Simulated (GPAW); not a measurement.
**Al3BP4 (ordered alloy, started on the zincblende lattice) (P-43m): G0W0 on several meshes in GPAW**

Wanted: mesh dependence and cost of G0W0 for Al3BP4 (ordered alloy, started on the zincblende lattice) (P-43m).

Program: GPAW 26.7.0. Level of theory: PBE and many-body steps on it, plane waves. Results are calculated unless marked as measured.

The structure was built from a prototype and need not be the compound's stable phase.

**1. The structure**

It takes space group P-43m (No. 215, cubic). Conventional cell: a = 5.280 Å, b = 5.280 Å, c = 5.280 Å, α = 90.00°, β = 90.00°, γ = 90.00°. Nearest to B lie 4 P at 2.07 Å. P has 1 B at 2.07 Å and 3 Al at 2.37 Å nearest. Nearest to Al lie 4 P at 2.37 Å. Farther neighbours are not listed.

Coordinates:

```xyz
8
Lattice="5.2802 0.0000 0.0000 0.0000 5.2802 0.0000 0.0000 0.0000 5.2802" Properties=species:S:1:pos:R:3 pbc="T T T"
B     0.0000    0.0000    0.0000
P     1.1936    1.1936    1.1936
Al    2.6401    2.6401    0.0000
P     4.0866    4.0866    1.1936
Al    2.6401    0.0000    2.6401
P     4.0866    1.1936    4.0866
Al    0.0000    2.6401    2.6401
P     1.1936    4.0866    4.0866
```

The structure was relaxed with PBE. The structure type comes from a generator and need not be one that this composition takes. The runs that relaxed it are not among those shown.

**2. Empty states on the mesh, 2×2×2 mesh, 505 bands**

This step: GPAW 26.7.0; DFT, PBE, plane waves, PAW.

The sums over transitions need many empty states on a uniform mesh; this step solves for them.

run.py

```python
import json
import numpy as np
from gpaw.mpi import world
from gpaw import GPAW

calc = GPAW('gs.gpw').fixed_density(kpts={'size': (2, 2, 2), 'gamma': True},
    parallel={'domain': 1, 'band': 1},
    txt='nscf.txt')
calc.diagonalize_full_hamiltonian(nbands=505)
calc.write('full.gpw', mode='all')
res = {}
kpts = calc.get_ibz_k_points()
res['kpts'] = kpts
res['eigenvalues'] = [calc.get_eigenvalues(kpt=k) for k in range(len(kpts))]
res['n_electrons'] = calc.get_number_of_electrons()

if world.rank == 0:
    with open('result.json', 'w') as f:
        json.dump(res, f, default=lambda x: x.tolist())
```

Started as:

```bash
$ mpirun -n 4 gpaw python run.py
```

Numbers of over 12 decimals in the logs are rounded to 6 here.

The log of the run:

```text
Diagonalizing LCAO Hamiltonian
Converting LCAO to pw mode
convergence criteria:
- Maximum integral of absolute [eigenst]ate change: 4e-08 eV^2 / valence electron
maximum number of iterations: 100

SCF iterations
|iter     |     time |      energy | eigst |  dens |
|iter:   1|  |             | +0.68 |       |
|iter:   2|  |             | -0.97 |       |
|iter:   3|  |             | -1.94 |       |
[...]
|iter:  13|  |             | -6.95 |       |
|iter:  14|  |             | -7.33 |       |
|iter:  15|  |             | -7.76c|       |
SCF steps: 15
  __  _  _
 | _ |_)|_||  |
 |__||  | ||/\| - 26.7.0

Input parameters:
  mode=PW(ecut=600.0),
  convergence={'density': 1e-06, 'bands': -3},
  gpts=array([30, 30, 30]),
  kpts=MonkhorstPack(size=(2, 2, 2), gamma=True),
  maxiter=100,
  nbands=26,
  occupations=Occupations(name='fermi-dirac', width=0.001, fixmagmom=False),
  parallel={'domain': 1, 'band': 1},
  xc=XC(name='PBE')
Matrix size: 4945x4945
# Writing to full.gpw (mode='all')
  [... matrices ...]

timing:  # [seconds]
  Total: 112.799  # ━━━━━━━━━━━━━━━━━━━━━━━━━━━━━━━━━━━━━━━━━━━━━━━━━━━━━━━━━
```

Run time: 2 min. Hardware: 4 MPI ranks of Arm Neoverse V1, shared host; peak memory 6.8 GiB; 7.9 min of CPU time.

This step gave:

- gap: 1.036 eV
- k of the valence top: 0, 0, 0
- k of the conduction bottom: 0.5, 0.5, 0.5
- least direct gap: 1.415 eV
- k points computed: 4
- lowest point of the top converged band, above the valence top: 118.0462 eV

On this mesh the gap is 1.036 eV.

**3. 2×2×2**

Now the one-shot GW correction: screening in the RPA, then the self-energy of the levels asked for.

This step: G0W0 on PBE, plane waves, PAW.

run.py

```python
import json
import numpy as np
from gpaw.mpi import world
from gpaw.response.g0w0 import G0W0

gw = G0W0('full.gpw',
    filename='gw',
    kpts=[0, 3],
    bands=(14, 18),
    ecut=39,
    nbands=81,
    integrate_gamma='WS',
    ppa=True)
gw.calculate()
res = {mode: {k: v for k, v in r.items() if k != 'sigma_eskwn'}
       for mode, r in gw.all_results.items()}

if world.rank == 0:
    with open('result.json', 'w') as f:
        json.dump(res, f, default=lambda x: x.tolist())
```

Started as:

```bash
$ mpirun -n 4 gpaw python run.py
```

The log of the run:

```text
Using integrator: PointIntegrator
FrequencyGridDescriptor(from 0.000+0.000j to 0.000+27.211j eV, 2 points)
Nonperiodic BCs:  [False False False]
Using integrator: PointIntegrator
FrequencyGridDescriptor(from 0.000+0.000j to 0.000+27.211j eV, 2 points)
Nonperiodic BCs:  [False False False]
  ___  _ _ _
 |   || | | |
 | | || | | |
 |__ ||_____|
 |___|

BZ k-points: Symmetries present (total): 24

  [... matrices ...]
8 k-points: 2 x 2 x 2 Monkhorst-Pack grid + [1/4,1/4,1/4]
4 k-points in the irreducible part of the Brillouin zone
       k-points in crystal coordinates                weights
   0:     0.00000000    0.00000000    0.00000000          1/8
   1:     0.50000000    0.00000000    0.00000000          3/8
   2:     0.50000000    0.50000000    0.00000000          3/8
   3:     0.50000000    0.50000000    0.50000000          1/8

Distributing spins, k-points and bands (1 x 2 x 4) over 4 processes
Number of blocks: 1

Quasi particle states:
k-points (IBZ indices): [0, 3]
Band range: (14, 18)
  [... matrices ...]
Computational parameters:
Plane wave cut-off: 39 eV
Number of bands: 81
Coulomb cutoff: None
Broadening: 0.1 eV

fxc modes: GW
Kernel: RPA
Using Godby-Needs plasmon-pole approximation:
  Fitting energy: i*E0, E0 = 1.000 Hartree
Summing all q:

Calculating screened Coulomb potential
No Coulomb truncation
FrequencyGridDescriptor(from 0.000+0.000j to 0.000+27.211j eV, 2 points)
Removing empty qpoint cache files...

Calculating chi0 body with:
    Ground state adapter containing:
    Number of spins: 1
    Number of kpoints: 8
    Number of irreducible kpoints: 4
    Number of completely occupied states: 16
    Number of partially occupied states: 16
    Occupied states memory: 6.591796875 M / cpu

    Linear response parametrization:
    q_c: [0.0, 0.0, 0.0]
    Number of frequency points: 2
    Planewave cutoff: 39.0
    Number of bands: 81
    Number of planewaves: 81
    Broadening (eta): 1e-06
    comm.size: 4
    kncomm.size: 4
    blockcomm.size: 1

    Memory estimate of potentially large arrays:
        chi0_wGG: 0.200226 M / cpu
Integrating chi0 body.

Symmetries of q_c:
    Direct symmetries (Uq -> q): 24
    Indirect symmetries (TUq -> q): 24
In total 48 allowed symmetries.

  [... matrices ...]
4 groups of equivalent kpoints. 50.0% reduction.

Integral kind: response function
Integrating chi0 head and wings.

Symmetries of q_c:
    Direct symmetries (Uq -> q): 24
    Indirect symmetries (TUq -> q): 24
In total 48 allowed symmetries.

  [... matrices ...]
4 groups of equivalent kpoints. 50.0% reduction.

Integral kind: response function wings

Calculating chi0 body with:
    Ground state adapter containing:
    Number of spins: 1
    Number of kpoints: 8
    Number of irreducible kpoints: 4
    Number of completely occupied states: 16
    Number of partially occupied states: 16
    Occupied states memory: 6.591796875 M / cpu

    Linear response parametrization:
[... the further q-points ...]

Results:
f:      Occupation numbers
eps:     KS-eigenvalues [eV]
vxc:     KS vxc [eV]
exx:     Exact exchange [eV]
sigma:   Self-energies [eV]
dsigma:  Self-energy derivatives
Z:       Renormalization factors
qp:      QP-energies [eV]

k-point 0 (0): (0.000, 0.000, 0.000)                GW
band       f     eps     vxc     exx   sigma  dsigma       Z      qp
                                                                   GW
  14   1.000   5.008 -13.915 -15.804   2.145  -0.269   0.788   5.210
  15   1.000   5.008 -13.915 -15.804   2.145  -0.269   0.788   5.210
  16   0.000   6.423  -9.683  -5.851  -3.247  -0.245   0.803   6.893
  17   0.000   6.423  -9.683  -5.851  -3.247  -0.245   0.803   6.893

k-point 1 (3): (0.500, 0.500, 0.500)                GW
band       f     eps     vxc     exx   sigma  dsigma       Z      qp
                                                                   GW
  14   1.000   4.434 -13.688 -15.976   2.410  -0.278   0.783   4.530
  15   1.000   4.434 -13.688 -15.976   2.411  -0.278   0.783   4.530
  16   0.000   6.044 -11.577  -7.434  -3.267  -0.260   0.794   6.739
  17   0.000   7.967 -12.521  -7.872  -3.538  -0.255   0.797   8.852
```

Wall time 9.9 s (4 MPI ranks); peak memory 1.4 GiB.

This step gave:

```yaml
g0w0_gap_on_the_points_computed: 1.529 eV
least_direct_g0w0_gap_on_the_computed_points: 1.683 eV
z_at_the_valence_top: 0.7881
z_at_the_conduction_bottom: 0.7939
starting_gap_on_the_mesh: 1.036 eV
k_of_the_valence_top: 0, 0, 0
k_of_the_conduction_bottom: 0.5, 0.5, 0.5
```

The gap on the mesh goes from 1.04 eV to 1.53 eV, a correction of +0.49 eV.

**4. Empty states on the mesh, 4×4×4 mesh, 91 bands**

This step: DFT, PBE, plane waves, PAW.

run.py

```python
import json
import numpy as np
from gpaw.mpi import world
from gpaw import GPAW

calc = GPAW('gs.gpw').fixed_density(kpts={'size': (4, 4, 4), 'gamma': True},
    nbands=106,
    convergence={'bands': 91},
    txt='nscf.txt')
calc.write('full.gpw', mode='all')
res = {}
kpts = calc.get_ibz_k_points()
res['kpts'] = kpts
res['eigenvalues'] = [calc.get_eigenvalues(kpt=k) for k in range(len(kpts))]
res['n_electrons'] = calc.get_number_of_electrons()

if world.rank == 0:
    with open('result.json', 'w') as f:
        json.dump(res, f, default=lambda x: x.tolist())
```

Started as:

```bash
$ mpirun -n 4 gpaw python run.py
```

The log of the run:

```text
Diagonalizing LCAO Hamiltonian
Converting LCAO to pw mode
convergence criteria:
- Maximum integral of absolute [eigenst]ate change: 4e-08 eV^2 / valence electron
maximum number of iterations: 100

SCF iterations
|iter     |     time |      energy | eigst |  dens |
|iter:   1|  |             | +3.86 |       |
|iter:   2|  |             | +2.60 |       |
|iter:   3|  |             | +1.51 |       |
[...]
|iter:  12|  |             | -6.52 |       |
|iter:  13|  |             | -7.03 |       |
|iter:  14|  |             | -7.46c|       |
SCF steps: 14
  __  _  _
 | _ |_)|_||  |
 |__||  | ||/\| - 26.7.0

Input parameters:
  mode=PW(ecut=600.0),
  convergence={'bands': 91},
  gpts=array([30, 30, 30]),
  kpts=MonkhorstPack(size=(4, 4, 4), gamma=True),
  maxiter=100,
  nbands=106,
  occupations=Occupations(name='fermi-dirac', width=0.001, fixmagmom=False),
  parallel={},
  xc=XC(name='PBE')
# Writing to full.gpw (mode='all')
  [... matrices ...]

timing:  # [seconds]
  Total: 0.082  # ━━━━━━━━━━━━━━━━━━━━━━━━━━━━━━━━━━━━━━━━━━━━━━━━━━━━━━━━━━━
```

The job ended after 38 s (4 MPI ranks; peak memory 0.87 GiB).

This step gave:

* gap: 1.036 eV
* k of the valence top: 0, 0, 0
* k of the conduction bottom: 0.5, 0.5, 0.5
* least direct gap: 1.415 eV
* k points computed: 10
* lowest point of the top converged band, above the valence top: 28.65 eV

On this mesh the gap is 1.036 eV.

**5. 4×4×4**

This step: G0W0 on PBE, plane waves, PAW.

run.py

```python
import json
import numpy as np
from gpaw.mpi import world
from gpaw.response.g0w0 import G0W0

gw = G0W0('full.gpw',
    filename='gw',
    kpts=[0, 9],
    bands=(14, 18),
    ecut=39,
    nbands=81,
    integrate_gamma='WS',
    ppa=True)
gw.calculate()
res = {mode: {k: v for k, v in r.items() if k != 'sigma_eskwn'}
       for mode, r in gw.all_results.items()}

if world.rank == 0:
    with open('result.json', 'w') as f:
        json.dump(res, f, default=lambda x: x.tolist())
```

Started as:

```bash
$ mpirun -n 4 gpaw python run.py
```

The log of the run:

```text
Using integrator: PointIntegrator
FrequencyGridDescriptor(from 0.000+0.000j to 0.000+27.211j eV, 2 points)
Nonperiodic BCs:  [False False False]
Using integrator: PointIntegrator
FrequencyGridDescriptor(from 0.000+0.000j to 0.000+27.211j eV, 2 points)
Nonperiodic BCs:  [False False False]
  ___  _ _ _
 |   || | | |
 | | || | | |
 |__ ||_____|
 |___|

BZ k-points: Symmetries present (total): 24

  [... matrices ...]
64 k-points: 4 x 4 x 4 Monkhorst-Pack grid + [1/8,1/8,1/8]
10 k-points in the irreducible part of the Brillouin zone
       k-points in crystal coordinates                weights
   0:     0.00000000    0.00000000    0.00000000          1/64
   1:     0.25000000    0.00000000    0.00000000          6/64
   2:     0.25000000    0.25000000    0.00000000         12/64
[...]
8:     0.50000000    0.50000000    0.25000000          6/64
   9:     0.50000000    0.50000000    0.50000000          1/64

Distributing spins, k-points and bands (1 x 2 x 4) over 4 processes
Number of blocks: 1

Quasi particle states:
k-points (IBZ indices): [0, 9]
Band range: (14, 18)
  [... matrices ...]
Computational parameters:
Plane wave cut-off: 39 eV
Number of bands: 81
Coulomb cutoff: None
Broadening: 0.1 eV

fxc modes: GW
Kernel: RPA
Using Godby-Needs plasmon-pole approximation:
  Fitting energy: i*E0, E0 = 1.000 Hartree
Summing all q:

Calculating screened Coulomb potential
No Coulomb truncation
FrequencyGridDescriptor(from 0.000+0.000j to 0.000+27.211j eV, 2 points)
Removing empty qpoint cache files...

Calculating chi0 body with:
    Ground state adapter containing:
    Number of spins: 1
    Number of kpoints: 64
    Number of irreducible kpoints: 10
    Number of completely occupied states: 16
    Number of partially occupied states: 16
[...]
Number of frequency points: 2
    Planewave cutoff: 39.0
    Number of bands: 81
    Number of planewaves: 81
    Broadening (eta): 1e-06
    comm.size: 4
    kncomm.size: 4
    blockcomm.size: 1

    Memory estimate of potentially large arrays:
        chi0_wGG: 0.200226 M / cpu
Integrating chi0 body.

Symmetries of q_c:
    Direct symmetries (Uq -> q): 24
    Indirect symmetries (TUq -> q): 24
In total 48 allowed symmetries.

  [... matrices ...]
10 groups of equivalent kpoints. 84.375% reduction.

Integral kind: response function
Integrating chi0 head and wings.

Symmetries of q_c:
    Direct symmetries (Uq -> q): 24
    Indirect symmetries (TUq -> q): 24
In total 48 allowed symmetries.

  [... matrices ...]
10 groups of equivalent kpoints. 84.375% reduction.

Integral kind: response function wings

Calculating chi0 body with:
    Ground state adapter containing:
    Number of spins: 1
    Number of kpoints: 64
    Number of irreducible kpoints: 10
    Number of completely occupied states: 16
    Number of partially occupied states: 16
    Occupied states memory: 6.591796875 M / cpu

    Linear response parametrization:
[... the further q-points ...]

Results:
f:      Occupation numbers
eps:     KS-eigenvalues [eV]
vxc:     KS vxc [eV]
exx:     Exact exchange [eV]
sigma:   Self-energies [eV]
dsigma:  Self-energy derivatives
Z:       Renormalization factors
qp:      QP-energies [eV]

k-point 0 (0): (0.000, 0.000, 0.000)                GW
band       f     eps     vxc     exx   sigma  dsigma       Z      qp
                                                                   GW
  14   1.000   5.008 -13.915 -15.560   1.895  -0.270   0.787   5.204
  15   1.000   5.008 -13.915 -15.560   1.895  -0.270   0.787   5.204
  16   0.000   6.423  -9.683  -5.967  -3.087  -0.245   0.803   6.928
[...]
k-point 1 (9): (0.500, 0.500, 0.500)                GW
band       f     eps     vxc     exx   sigma  dsigma       Z      qp
                                                                   GW
[...]
16   0.000   6.044 -11.577  -7.702  -2.992  -0.258   0.795   6.746
  17   0.000   7.967 -12.521  -8.073  -3.318  -0.254   0.798   8.868
```

Elapsed: 50 s, on 4 MPI ranks; peak memory 1.8 GiB; 3.3 min of CPU time.

This step gave:

```
G0W0 gap on the points computed              : 1.542 eV
least direct G0W0 gap on the computed points : 1.724 eV
Z at the valence top                         : 0.7875
Z at the conduction bottom                   : 0.7946
starting gap on the mesh                     : 1.036 eV
k of the valence top                         : 0, 0, 0
k of the conduction bottom                   : 0.5, 0.5, 0.5
```

Against G0W0 in GPAW (2×2×2 mesh, 81 bands, screening to 39 eV, Godby-Needs plasmon pole), the gap moves by +0.013 eV.

**6. Side by side**

Times are wall times on 4 MPI ranks of Arm Neoverse V1, shared host, good to a factor of about two.

```tsv
run	mesh	bands	screening cutoff (eV)	DFT gap (eV)	gap on the mesh (eV)	direct (eV)	time
2×2×2	2×2×2	81	39	1.036	1.529	1.683	9.9 s
4×4×4	4×4×4	81	39	1.036	1.542	1.724	50 s
```

**7. Results**

```json
{
  "2×2×2": "1.529 eV",
  "4×4×4": "1.542 eV",
  "known limits": "not at the basis limit; coarse k mesh"
}
```

In words: 4×4×4: +0.013 eV against 2×2×2. Bands and cutoff are finite, so the gap is not at the basis limit. The miss can reach some tenths of an eV and take either sign; the mesh is an error of its own. These stock PAW sets were not made for GW. In the G0W0 runs levels were corrected at 2 k points alone, so a gap called «on the mesh» is the least over those, and an edge elsewhere would be missed. The 2×2×2 mesh is coarse for this cell, which bears on the long-range parts of exchange and screening. Mesh or cutoff lie under what a gap needs, so these runs test behaviour and cost; their gaps are not to be quoted.

[Paths, hosts, dates, memory and timing lines, banners, echoed tables and standing remarks are left out of the program output.]

[Logs are printed without paths, hosts, clocks, repeated set-up lines and the standing remarks that a program may print on its own settings, such as how far it seeks lower states.]

[Runs of the session that timed out or met a known fault of the program may be left out.]

[Hosts, paths, dates, database ids (printed as entryN), source tags and the programs' standing remarks are cut or masked in the printed files.]
